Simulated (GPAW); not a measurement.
# YTe (P-6m2): the Y L₃ absorption edge

Aim: the near-edge shape at the Y L₃ edge of YTe (P-6m2), and what the core hole does to it.

Main program and level: GPAW 26.7.0; X-ray absorption from dipole matrix elements to empty bands, plane-wave PAW LDA.

Report form: the programs' logs are mostly left out.

## 1. Set-up

It takes space group P-6m2 (No. 187, hexagonal). The conventional cell has a = 4.109 Å, b = 4.109 Å, c = 4.062 Å, α = 90.00°, β = 90.00°, γ = 120.00°. Nearest to Te lie 6 Y at 3.12 Å. Y has 6 Te at 3.12 Å nearest. Farther neighbours and most contacts between anions are not listed.

As a file:

```xyz
2
Lattice="4.1091 0.0000 0.0000 -2.0545 3.5586 0.0000 0.0000 0.0000 4.0617" Properties=species:S:1:pos:R:3 pbc="T T T"
Te    0.0000    2.3724    2.0308
Y     0.0000    0.0000    0.0000
```

## 2. The field without a hole

The ground state comes first: it tells whether the system has a gap, which decides how the excited electron is treated.

scf.py

```python
import numpy as np
from ase import Atoms
from ase.parallel import parprint, paropen
from gpaw import GPAW, PW, FermiDirac, Mixer, MixerDif, setup_paths
from gpaw.test import gen
setup_paths.insert(0, '.')
gen('Y', name='nch2p', xcname='LDA', corehole=(2, 1, 0), write_xml=True)
from gpaw.mpi import world
world.barrier()

atoms = Atoms('TeY',
    cell=[[4.10909385, 0, 0],
     [-2.05454693, 3.55857966, 0],
     [0, 0, 4.06166601]],
    scaled_positions=[[0.33333333, 0.66666667, 0.5],
     [0, 0, 0]],
    pbc=True)
atoms.calc = calc = GPAW(legacy_gpaw=True, mode=PW(430, force_complex_dtype=True), xc='LDA', setups={1: 'nch2p'},
    kpts={'size': (7, 7, 6), 'gamma': True}, occupations=FermiDirac(0.05),
    charge=0, mixer=Mixer(0.1, 5, 50), maxiter=150,
    convergence={'density': 0.0001, 'eigenstates': 1e-6}, txt='scf.txt')
energy = atoms.get_potential_energy() + calc.get_reference_energy()
ef = calc.get_fermi_level()
out = dict(energy=energy, fermi=ef, forces=atoms.get_forces().tolist())
parprint(f'all-electron energy {energy:.4f} eV, Fermi level {ef:.4f} eV')
ev = np.array([[calc.get_eigenvalues(k, s) for k in range(len(calc.get_ibz_k_points()))] for s in range(calc.get_number_of_spins())])
out['homo'], out['lumo'], out['counts'] = ev[ev < ef].max(), ev[ev > ef].min(), sorted(set((ev < ef).sum((0, 2)).tolist()))
out['filled'] = (ev[:, 0] < ef).sum(1).tolist()
import json
with paropen('out.json', 'w') as f:
    json.dump(out, f)
```

Command:

```sh
$ OMP_NUM_THREADS=1 mpirun -n 4 gpaw python scf.py
```

The job ended after 8 s (4 MPI ranks of Intel Xeon Platinum 8375C at 2.90GHz (Ice Lake), shared host; peak memory 0.18 GiB; 31 s of CPU time).

The mesh shows no gap, so the system is treated as a metal and the core electron is put at the Fermi level (neutral cell).

## 3. Spectrum without a core hole, Y atom 2

This cheap baseline ignores the attraction of the hole: it shows the absorber's empty states as they are in the ground state. The data set with a hole of occupation 0 only carries the core orbital.

The absorber has 6 Te at 3.12 Å (trigonal prismatic, site symmetry -6m2).

xas.py

```python
import numpy as np
from ase import Atoms
from ase.parallel import parprint, paropen
from gpaw import GPAW, PW, FermiDirac, Mixer, MixerDif, setup_paths
from gpaw.test import gen
setup_paths.insert(0, '.')
gen('Y', name='nch2p', xcname='LDA', corehole=(2, 1, 0), write_xml=True)
from gpaw.mpi import world
world.barrier()

atoms = Atoms('TeY',
    cell=[[4.10909385, 0, 0],
     [-2.05454693, 3.55857966, 0],
     [0, 0, 4.06166601]],
    scaled_positions=[[0.33333333, 0.66666667, 0.5],
     [0, 0, 0]],
    pbc=True)
atoms.calc = calc = GPAW(legacy_gpaw=True, mode=PW(430, force_complex_dtype=True), xc='LDA', setups={1: 'nch2p'},
    kpts={'size': (10, 10, 8), 'gamma': True}, occupations=FermiDirac(0.1),
    charge=0, mixer=Mixer(0.1, 5, 50), maxiter=150,
    convergence={'density': 0.0001, 'eigenstates': 1e-6}, txt='scf.txt')
energy = atoms.get_potential_energy() + calc.get_reference_energy()
ef = calc.get_fermi_level()
out = dict(energy=energy, fermi=ef, forces=atoms.get_forces().tolist())
parprint(f'all-electron energy {energy:.4f} eV, Fermi level {ef:.4f} eV')
ev = np.array([[calc.get_eigenvalues(k, s) for k in range(len(calc.get_ibz_k_points()))] for s in range(calc.get_number_of_spins())])
out['homo'], out['lumo'], out['counts'] = ev[ev < ef].max(), ev[ev > ef].min(), sorted(set((ev < ef).sum((0, 2)).tolist()))
out['filled'] = (ev[:, 0] < ef).sum(1).tolist()

from ase.units import Ha
from gpaw.xas import dipole_matrix_elements
nb = int(calc.get_number_of_electrons() / 2) + 44
top = nb
nscf = calc.fixed_density(kpts={'size': (7, 7, 6), 'gamma': True},
    convergence={'eigenstates': 1.0}, txt='nscf.txt')
nscf.diagonalize_full_hamiltonian(nbands=nb)
cell = atoms.cell.array
ops = [cell.T @ U.T @ np.linalg.inv(cell.T) for U in nscf.wfs.kd.symmetry.op_scc]
E = np.arange(-25, 34, 0.1)
fwhm = np.interp(E, [4, 25], [1.5, 3.5])
Y, X, zero, highest = 0, 0, 1e9, 1e9
for spin in range(nscf.get_number_of_spins()):
    wfs = nscf.wfs
    mine = wfs.bd.get_slice()  # this rank's bands
    A = dipole_matrix_elements(wfs.setups[1])
    eps = np.zeros((wfs.kd.nibzkpts, nb))
    d = np.zeros((3, A.shape[1], wfs.kd.nibzkpts, nb), complex)
    for kpt in wfs.kpt_u:
        if kpt.s == spin and 1 in kpt.P_ani:
            eps[kpt.k, mine] = kpt.eps_n * Ha
            d[:, :, kpt.k, mine] = (kpt.weight * wfs.nspins / 2) ** 0.5 * np.inner(A, kpt.P_ani[1])
    world.sum(eps)
    world.sum(d)
    T = np.einsum('amkn,bmkn->abkn', d, d.conj()).real
    T = sum(np.einsum('ai,ijkn,bj->abkn', R, T, R) for R in ops) / len(ops)
    empty = eps > ef
    zero, highest = min(zero, eps[empty].min()), min(highest, eps[:, top - 1].min())
    lines = [(eps, T, empty)] if spin == 0 else lines + [(eps, T, empty)]
for eps, T, empty in lines:
    f = np.einsum('aakn->akn', T).reshape(3, -1)
    x = eps.ravel() - zero
    w = np.interp(x, E, fwhm) / 2.35482
    g = np.exp(-0.5 * ((E[:, None] - x) / w) ** 2) / (w * (2 * np.pi) ** 0.5)
    Y = Y + (f * empty.ravel()) @ g.T
    X = X + (f * ~empty.ravel()) @ g.T
out.update(E=E.round(2).tolist(), xas=Y.tolist(), xes=X.tolist(), zero=zero, valid=highest - zero, nk=len(eps), nb=nb)
for i in range(0, len(E), 10):
    parprint(f'{E[i]:7.2f}', *(f'{v:10.3e}' for v in Y[:, i]))
import json
with paropen('out.json', 'w') as f:
    json.dump(out, f)
```

Command:

```sh
$ OMP_NUM_THREADS=1 mpirun -n 4 gpaw python xas.py
```

The job ended after 94 s (4 MPI ranks; peak memory 0.4 GiB).

The Y L₃ spectrum, Y atom 2, no core hole (energy from the lowest empty level; intensity scaled to a mean of 1 over the first 20 eV; polarised curves are means over the symmetry-equivalent atoms):

| E (eV) | isotropic | ε ⊥ c | ε ∥ c |
| --- | --- | --- | --- |
| -2.0 | 0.00 | 0.00 | 0.00 |
| -1.4 | 0.02 | 0.02 | 0.02 |
| -0.8 | 0.12 | 0.13 | 0.12 |
| -0.2 | 0.34 | 0.36 | 0.31 |
| 0.4 | 0.56 | 0.61 | 0.46 |
| 1.0 | 0.94 | 1.00 | 0.83 |
| 1.6 | 1.73 | 1.75 | 1.70 |
| 2.2 | 2.64 | 2.59 | 2.73 |
| 2.8 | 3.17 | 3.12 | 3.28 |
| 3.4 | 2.96 | 2.94 | 3.00 |
| 4.0 | 2.17 | 2.17 | 2.18 |
| 4.6 | 1.43 | 1.42 | 1.46 |
| 5.2 | 1.03 | 1.02 | 1.07 |
| 5.8 | 0.88 | 0.88 | 0.89 |
| 6.4 | 0.79 | 0.81 | 0.76 |
| 7.0 | 0.73 | 0.74 | 0.70 |
| 7.6 | 0.74 | 0.75 | 0.72 |
| 8.2 | 0.75 | 0.75 | 0.73 |
| 8.8 | 0.65 | 0.66 | 0.63 |
| 9.4 | 0.51 | 0.52 | 0.50 |
| 10.0 | 0.47 | 0.47 | 0.47 |
| 10.6 | 0.57 | 0.56 | 0.58 |
| 11.2 | 0.74 | 0.73 | 0.75 |
| 11.8 | 0.84 | 0.83 | 0.86 |
| 12.4 | 0.84 | 0.82 | 0.86 |
| 13.0 | 0.79 | 0.78 | 0.80 |
| 13.6 | 0.74 | 0.75 | 0.74 |
| 14.2 | 0.71 | 0.72 | 0.68 |
| 14.8 | 0.66 | 0.67 | 0.63 |
| 15.4 | 0.61 | 0.62 | 0.60 |
| 16.0 | 0.59 | 0.59 | 0.58 |
| 16.6 | 0.58 | 0.58 | 0.59 |
| 17.2 | 0.60 | 0.60 | 0.62 |
| 17.8 | 0.63 | 0.62 | 0.65 |
| 18.4 | 0.65 | 0.64 | 0.67 |
| 19.0 | 0.66 | 0.64 | 0.68 |
| 19.6 | 0.65 | 0.64 | 0.68 |
| 20.2 | 0.65 | 0.64 | 0.67 |
| 20.8 | 0.64 | 0.63 | 0.65 |
| 21.4 | 0.61 | 0.61 | 0.62 |
| 22.0 | 0.59 | 0.59 | 0.58 |
| 22.6 | 0.56 | 0.57 | 0.54 |
| 23.2 | 0.55 | 0.56 | 0.53 |
| 23.8 | 0.56 | 0.57 | 0.53 |
| 24.4 | 0.58 | 0.59 | 0.55 |
| 25.0 | 0.60 | 0.61 | 0.58 |
| 25.6 | 0.63 | 0.64 | 0.61 |
| 26.2 | 0.65 | 0.66 | 0.63 |
| 26.8 | 0.66 | 0.67 | 0.65 |
| 27.4 | 0.66 | 0.67 | 0.65 |
| 28.0 | 0.66 | 0.66 | 0.65 |
| 28.6 | 0.66 | 0.66 | 0.65 |
| 29.2 | 0.64 | 0.64 | 0.65 |
| 29.8 | 0.63 | 0.62 | 0.65 |
| 30.4 | 0.61 | 0.59 | 0.63 |
| 31.0 | 0.58 | 0.57 | 0.61 |
| 31.6 | 0.56 | 0.55 | 0.59 |

Main maxima below 30 eV (height): 3.0 eV (3.19), 12.0 eV (0.85), 19.0 eV (0.66) and 27.4 eV (0.66). At an L edge the dipole rule selects empty d (and weakly s) states on the absorber, and the strong line at the onset measures the empty part of its d band.

The same matrix elements for filled bands give the Y L₃ emission of Y atom 2 (ground-state approximation; energy from the lowest empty level, largest value 1):

| E (eV) | emission |
| --- | --- |
| -24.00 | 0.00 |
| -23.25 | 0.00 |
| -22.50 | 0.00 |
| -21.75 | 0.00 |
| -21.00 | 0.00 |
| -20.25 | 0.00 |
| -19.50 | 0.00 |
| -18.75 | 0.00 |
| -18.00 | 0.00 |
| -17.25 | 0.00 |
| -16.50 | 0.00 |
| -15.75 | 0.00 |
| -15.00 | 0.00 |
| -14.25 | 0.00 |
| -13.50 | 0.00 |
| -12.75 | 0.01 |
| -12.00 | 0.03 |
| -11.25 | 0.03 |
| -10.50 | 0.01 |
| -9.75 | 0.00 |
| -9.00 | 0.00 |
| -8.25 | 0.00 |
| -7.50 | 0.00 |
| -6.75 | 0.00 |
| -6.00 | 0.04 |
| -5.25 | 0.19 |
| -4.50 | 0.38 |
| -3.75 | 0.53 |
| -3.00 | 0.73 |
| -2.25 | 0.62 |
| -1.50 | 0.40 |
| -0.75 | 0.75 |
| 0.00 | 0.95 |
| 0.75 | 0.36 |
| 1.50 | 0.04 |
| 2.25 | 0.00 |
| 3.00 | 0.00 |

Emission maxima: -2.8 eV (0.74) and -0.2 eV (1.00).

## 4. Reference energy of the supercell

The photon energy needs a difference of total energies, so the cell and mesh of the coming hole run are first run without a hole.

Changes to scf.py since step 2:

```diff
@@ -10,11 +10,15 @@
 
-atoms = Atoms('TeY',
-    cell=[[4.10909385, 0, 0],
-     [-2.05454693, 3.55857966, 0],
-     [0, 0, 4.06166601]],
-    scaled_positions=[[0.33333333, 0.66666667, 0.5],
-     [0, 0, 0]],
+atoms = Atoms('Te3Y3',
+    cell=[[4.10909385, 0, 4.06166601],
+     [-2.05454693, 3.55857966, 4.06166601],
+     [-2.05454693, -3.55857966, 4.06166601]],
+    scaled_positions=[[0.16666667, 0.5, 0.83333333],
+     [0.5, 0.83333333, 0.16666667],
+     [0.83333333, 0.16666667, 0.5],
+     [0, 0, 0],
+     [0.33333333, 0.33333333, 0.33333333],
+     [0.66666667, 0.66666667, 0.66666667]],
     pbc=True)
-atoms.calc = calc = GPAW(legacy_gpaw=True, mode=PW(430, force_complex_dtype=True), xc='LDA', setups={1: 'nch2p'},
-    kpts={'size': (7, 7, 6), 'gamma': True}, occupations=FermiDirac(0.05),
+atoms.calc = calc = GPAW(legacy_gpaw=True, mode=PW(430, force_complex_dtype=True), xc='LDA', setups={3: 'nch2p'},
+    kpts={'size': (5, 5, 5), 'gamma': True}, occupations=FermiDirac(0.1),
     charge=0, mixer=Mixer(0.1, 5, 50), maxiter=150,
```

Command:

```sh
$ OMP_NUM_THREADS=1 mpirun -n 4 gpaw python scf.py
```

Wall time 21 s (4 MPI ranks); peak memory 0.24 GiB.

Reference energy: -829911.641 eV with the cores included.

## 5. Spectrum with XCH, Y atom 2

The holes are 5.8 Å apart. In GPAW the data set carries the hole's charge, so charge=0 means a charged cell and charge=-1 a neutral one. The excited electron is kept in the cell, where it fills the lowest empty states and screens the hole. After the field has converged, empty bands are computed with the density fixed and the dipole matrix elements are summed.

Changes to xas.py since step 3:

```diff
@@ -6,3 +6,3 @@
 setup_paths.insert(0, '.')
-gen('Y', name='nch2p', xcname='LDA', corehole=(2, 1, 0), write_xml=True)
+gen('Y', name='fch2p', xcname='LDA', corehole=(2, 1, 1), write_xml=True)
 from gpaw.mpi import world
@@ -10,12 +10,16 @@
 
-atoms = Atoms('TeY',
-    cell=[[4.10909385, 0, 0],
-     [-2.05454693, 3.55857966, 0],
-     [0, 0, 4.06166601]],
-    scaled_positions=[[0.33333333, 0.66666667, 0.5],
-     [0, 0, 0]],
+atoms = Atoms('Te3Y3',
+    cell=[[4.10909385, 0, 4.06166601],
+     [-2.05454693, 3.55857966, 4.06166601],
+     [-2.05454693, -3.55857966, 4.06166601]],
+    scaled_positions=[[0.16666667, 0.5, 0.83333333],
+     [0.5, 0.83333333, 0.16666667],
+     [0.83333333, 0.16666667, 0.5],
+     [0, 0, 0],
+     [0.33333333, 0.33333333, 0.33333333],
+     [0.66666667, 0.66666667, 0.66666667]],
     pbc=True)
-atoms.calc = calc = GPAW(legacy_gpaw=True, mode=PW(430, force_complex_dtype=True), xc='LDA', setups={1: 'nch2p'},
-    kpts={'size': (10, 10, 8), 'gamma': True}, occupations=FermiDirac(0.1),
-    charge=0, mixer=Mixer(0.1, 5, 50), maxiter=150,
+atoms.calc = calc = GPAW(legacy_gpaw=True, mode=PW(430, force_complex_dtype=True), xc='LDA', setups={3: 'fch2p'},
+    kpts={'size': (5, 5, 5), 'gamma': True}, occupations=FermiDirac(0.1),
+    charge=-1, mixer=Mixer(0.1, 5, 50), maxiter=150,
     convergence={'density': 0.0001, 'eigenstates': 1e-6}, txt='scf.txt')
@@ -31,10 +35,9 @@
 from gpaw.xas import dipole_matrix_elements
-nb = int(calc.get_number_of_electrons() / 2) + 44
-top = nb
-nscf = calc.fixed_density(kpts={'size': (7, 7, 6), 'gamma': True},
-    convergence={'eigenstates': 1.0}, txt='nscf.txt')
-nscf.diagonalize_full_hamiltonian(nbands=nb)
+nb = int(calc.get_number_of_electrons() / 2) + 124
+top, nb = nb, nb + 8 + nb // 12
+nscf = calc.fixed_density(kpts={'size': (5, 5, 5), 'gamma': True}, nbands=nb,
+    convergence={'bands': top, 'eigenstates': 5e-3}, maxiter=60, txt='nscf.txt')
 cell = atoms.cell.array
 ops = [cell.T @ U.T @ np.linalg.inv(cell.T) for U in nscf.wfs.kd.symmetry.op_scc]
-E = np.arange(-25, 34, 0.1)
+E = np.arange(-6, 34, 0.1)
 fwhm = np.interp(E, [4, 25], [1.5, 3.5])
@@ -44,3 +47,3 @@
     mine = wfs.bd.get_slice()  # this rank's bands
-    A = dipole_matrix_elements(wfs.setups[1])
+    A = dipole_matrix_elements(wfs.setups[3])
     eps = np.zeros((wfs.kd.nibzkpts, nb))
@@ -48,5 +51,5 @@
     for kpt in wfs.kpt_u:
-        if kpt.s == spin and 1 in kpt.P_ani:
+        if kpt.s == spin and 3 in kpt.P_ani:
             eps[kpt.k, mine] = kpt.eps_n * Ha
-            d[:, :, kpt.k, mine] = (kpt.weight * wfs.nspins / 2) ** 0.5 * np.inner(A, kpt.P_ani[1])
+            d[:, :, kpt.k, mine] = (kpt.weight * wfs.nspins / 2) ** 0.5 * np.inner(A, kpt.P_ani[3])
     world.sum(eps)
```

Command:

```sh
$ OMP_NUM_THREADS=1 mpirun -n 4 gpaw python xas.py
```

It took 79 s on 4 MPI ranks; peak memory 0.43 GiB.

The Y L₃ spectrum, Y atom 2, excited-electron core hole (neutral cell) (energy from the lowest empty level; intensity scaled to a mean of 1 over the first 20 eV; polarised curves are means over the symmetry-equivalent atoms):

| E (eV) | isotropic | ε ⊥ c | ε ∥ c |
| --- | --- | --- | --- |
| -2.0 | 0.00 | 0.00 | 0.00 |
| -1.4 | 0.04 | 0.04 | 0.02 |
| -0.8 | 0.24 | 0.27 | 0.18 |
| -0.2 | 0.78 | 0.84 | 0.66 |
| 0.4 | 1.73 | 1.74 | 1.70 |
| 1.0 | 3.11 | 3.03 | 3.28 |
| 1.6 | 4.03 | 3.92 | 4.25 |
| 2.2 | 3.67 | 3.63 | 3.77 |
| 2.8 | 2.63 | 2.64 | 2.62 |
| 3.4 | 1.61 | 1.63 | 1.59 |
| 4.0 | 0.99 | 0.99 | 1.00 |
| 4.6 | 0.70 | 0.70 | 0.71 |
| 5.2 | 0.58 | 0.59 | 0.56 |
| 5.8 | 0.56 | 0.58 | 0.52 |
| 6.4 | 0.56 | 0.57 | 0.52 |
| 7.0 | 0.55 | 0.56 | 0.54 |
| 7.6 | 0.59 | 0.59 | 0.58 |
| 8.2 | 0.60 | 0.60 | 0.59 |
| 8.8 | 0.53 | 0.54 | 0.52 |
| 9.4 | 0.44 | 0.44 | 0.44 |
| 10.0 | 0.43 | 0.43 | 0.44 |
| 10.6 | 0.55 | 0.54 | 0.55 |
| 11.2 | 0.69 | 0.68 | 0.70 |
| 11.8 | 0.75 | 0.74 | 0.76 |
| 12.4 | 0.72 | 0.71 | 0.74 |
| 13.0 | 0.67 | 0.67 | 0.68 |
| 13.6 | 0.64 | 0.65 | 0.62 |
| 14.2 | 0.60 | 0.62 | 0.58 |
| 14.8 | 0.56 | 0.58 | 0.54 |
| 15.4 | 0.53 | 0.54 | 0.52 |
| 16.0 | 0.53 | 0.53 | 0.53 |
| 16.6 | 0.54 | 0.53 | 0.55 |
| 17.2 | 0.56 | 0.55 | 0.59 |
| 17.8 | 0.59 | 0.57 | 0.61 |
| 18.4 | 0.60 | 0.59 | 0.63 |
| 19.0 | 0.60 | 0.59 | 0.62 |
| 19.6 | 0.59 | 0.58 | 0.61 |
| 20.2 | 0.58 | 0.58 | 0.59 |
| 20.8 | 0.57 | 0.56 | 0.57 |
| 21.4 | 0.54 | 0.55 | 0.54 |
| 22.0 | 0.52 | 0.53 | 0.51 |
| 22.6 | 0.51 | 0.52 | 0.48 |
| 23.2 | 0.50 | 0.52 | 0.48 |
| 23.8 | 0.52 | 0.53 | 0.50 |
| 24.4 | 0.54 | 0.55 | 0.52 |
| 25.0 | 0.57 | 0.58 | 0.55 |
| 25.6 | 0.59 | 0.60 | 0.58 |
| 26.2 | 0.61 | 0.61 | 0.60 |
| 26.8 | 0.61 | 0.62 | 0.61 |
| 27.4 | 0.61 | 0.61 | 0.61 |
| 28.0 | 0.61 | 0.61 | 0.61 |
| 28.6 | 0.60 | 0.59 | 0.60 |
| 29.2 | 0.58 | 0.57 | 0.59 |
| 29.8 | 0.56 | 0.55 | 0.58 |
| 30.4 | 0.54 | 0.52 | 0.56 |
| 31.0 | 0.51 | 0.50 | 0.54 |
| 31.6 | 0.49 | 0.48 | 0.52 |

Main maxima below 30 eV (height): 1.8 eV (4.05), 11.8 eV (0.75) and 27.0 eV (0.61). 

## 6. Spectrum with FCH, Y atom 2

The holes are 5.8 Å apart. In GPAW the data set carries the hole's charge, so charge=0 means a charged cell and charge=-1 a neutral one. The excited electron is left out and a uniform background balances the charge. After the field has converged, empty bands are computed with the density fixed and the dipole matrix elements are summed.

Changed against the first core-hole run: core hole to FCH.

Changes to xas.py since step 5:

```diff
@@ -23,3 +23,3 @@
     kpts={'size': (5, 5, 5), 'gamma': True}, occupations=FermiDirac(0.1),
-    charge=-1, mixer=Mixer(0.1, 5, 50), maxiter=150,
+    charge=0, mixer=Mixer(0.1, 5, 50), maxiter=150,
     convergence={'density': 0.0001, 'eigenstates': 1e-6}, txt='scf.txt')
```

It took 76 s on 4 MPI ranks; peak memory 0.43 GiB; 5.1 min of CPU time.

| E (eV) | first run | this run |
| --- | --- | --- |
| -2.0 | 0.00 | 0.00 |
| -1.0 | 0.14 | 0.20 |
| 0.0 | 1.04 | 1.31 |
| 1.0 | 3.11 | 3.08 |
| 2.0 | 3.92 | 3.98 |
| 3.0 | 2.26 | 2.31 |
| 4.0 | 0.99 | 0.99 |
| 5.0 | 0.61 | 0.59 |
| 6.0 | 0.56 | 0.53 |
| 7.0 | 0.55 | 0.53 |
| 8.0 | 0.60 | 0.58 |
| 9.0 | 0.50 | 0.52 |
| 10.0 | 0.43 | 0.41 |
| 11.0 | 0.65 | 0.58 |
| 12.0 | 0.74 | 0.73 |
| 13.0 | 0.67 | 0.68 |
| 14.0 | 0.62 | 0.62 |
| 15.0 | 0.55 | 0.56 |
| 16.0 | 0.53 | 0.52 |
| 17.0 | 0.55 | 0.54 |
| 18.0 | 0.59 | 0.58 |
| 19.0 | 0.60 | 0.60 |
| 20.0 | 0.59 | 0.59 |
| 21.0 | 0.56 | 0.56 |
| 22.0 | 0.52 | 0.52 |
| 23.0 | 0.50 | 0.50 |
| 24.0 | 0.53 | 0.52 |
| 25.0 | 0.57 | 0.56 |
| 26.0 | 0.60 | 0.59 |
| 27.0 | 0.61 | 0.61 |
| 28.0 | 0.61 | 0.61 |
| 29.0 | 0.58 | 0.59 |
| 30.0 | 0.55 | 0.55 |
| 31.0 | 0.51 | 0.52 |
| 32.0 | 0.48 | 0.48 |

Against the first run the r.m.s. difference is 5 %. The highest intensity below 24 eV stays at 1.8 eV.

The photon energy of the zero moves by -0.04 eV.

## 7. Spectrum with HCH, Y atom 2

The holes are 5.8 Å apart. The data set carries half a charge, which charge=0 leaves uncompensated but for the background. Half a hole is Slater's transition state, a compromise that weakens the attraction. After the field has converged, empty bands are computed with the density fixed and the dipole matrix elements are summed.

Changed against the first core-hole run: core hole from full to half.

Changes to xas.py since step 6:

```diff
@@ -6,3 +6,3 @@
 setup_paths.insert(0, '.')
-gen('Y', name='fch2p', xcname='LDA', corehole=(2, 1, 1), write_xml=True)
+gen('Y', name='hch2p', xcname='LDA', corehole=(2, 1, 0.5), write_xml=True)
 from gpaw.mpi import world
@@ -21,3 +21,3 @@
     pbc=True)
-atoms.calc = calc = GPAW(legacy_gpaw=True, mode=PW(430, force_complex_dtype=True), xc='LDA', setups={3: 'fch2p'},
+atoms.calc = calc = GPAW(legacy_gpaw=True, mode=PW(430, force_complex_dtype=True), xc='LDA', setups={3: 'hch2p'},
     kpts={'size': (5, 5, 5), 'gamma': True}, occupations=FermiDirac(0.1),
```

Wall time 72 s (4 MPI ranks); peak memory 0.43 GiB.

| E (eV) | first run | this run |
| --- | --- | --- |
| -2.0 | 0.00 | 0.00 |
| -1.0 | 0.14 | 0.10 |
| 0.0 | 1.04 | 0.71 |
| 1.0 | 3.11 | 1.91 |
| 2.0 | 3.92 | 3.57 |
| 3.0 | 2.26 | 2.99 |
| 4.0 | 0.99 | 1.44 |
| 5.0 | 0.61 | 0.77 |
| 6.0 | 0.56 | 0.64 |
| 7.0 | 0.55 | 0.60 |
| 8.0 | 0.60 | 0.64 |
| 9.0 | 0.50 | 0.55 |
| 10.0 | 0.43 | 0.43 |
| 11.0 | 0.65 | 0.63 |
| 12.0 | 0.74 | 0.78 |
| 13.0 | 0.67 | 0.71 |
| 14.0 | 0.62 | 0.65 |
| 15.0 | 0.55 | 0.58 |
| 16.0 | 0.53 | 0.54 |
| 17.0 | 0.55 | 0.56 |
| 18.0 | 0.59 | 0.60 |
| 19.0 | 0.60 | 0.62 |
| 20.0 | 0.59 | 0.61 |
| 21.0 | 0.56 | 0.58 |
| 22.0 | 0.52 | 0.54 |
| 23.0 | 0.50 | 0.52 |
| 24.0 | 0.53 | 0.53 |
| 25.0 | 0.57 | 0.57 |
| 26.0 | 0.60 | 0.61 |
| 27.0 | 0.61 | 0.63 |
| 28.0 | 0.61 | 0.62 |
| 29.0 | 0.58 | 0.61 |
| 30.0 | 0.55 | 0.58 |
| 31.0 | 0.51 | 0.54 |
| 32.0 | 0.48 | 0.50 |

The scaled spectrum changes by 25 % r.m.s. A shift of +0.4 eV leaves 9 %. The highest intensity below 24 eV goes from 1.8 eV (4.05) to 2.2 eV (3.64).

## 8. Supercell without a hole, the energy reference

The mesh changes for the next run, so it gets a reference energy of its own.

Changes to scf.py since step 4:

```diff
@@ -22,3 +22,3 @@
 atoms.calc = calc = GPAW(legacy_gpaw=True, mode=PW(430, force_complex_dtype=True), xc='LDA', setups={3: 'nch2p'},
-    kpts={'size': (5, 5, 5), 'gamma': True}, occupations=FermiDirac(0.1),
+    kpts={'size': (3, 3, 3), 'gamma': True}, occupations=FermiDirac(0.1),
     charge=0, mixer=Mixer(0.1, 5, 50), maxiter=150,
```

Command:

```sh
$ OMP_NUM_THREADS=1 mpirun -n 4 gpaw python scf.py
```

Elapsed: 8.7 s, on 4 MPI ranks; peak memory 0.2 GiB; 34 s of CPU time.

Reference energy: -829911.657 eV with the cores included.

(Continued in part 2 of 2.)

[Logs are printed without paths, hosts, clocks, repeated set-up lines and the standing remarks that a program may print on its own settings, such as how far it seeks lower states.]

[Hosts, paths, dates, database ids (printed as entryN), source tags and the programs' standing remarks are cut or masked in the printed files.]

[Lists of maxima count a maximum above −3 eV only where it reaches 4 % of the highest in the window and stands out from its surroundings by 2 % of it (1.5 % where it reaches 55 %); shoulders and weaker maxima are passed over, and of the rest the first, up to two pre-edge ones and the few strongest are named.]
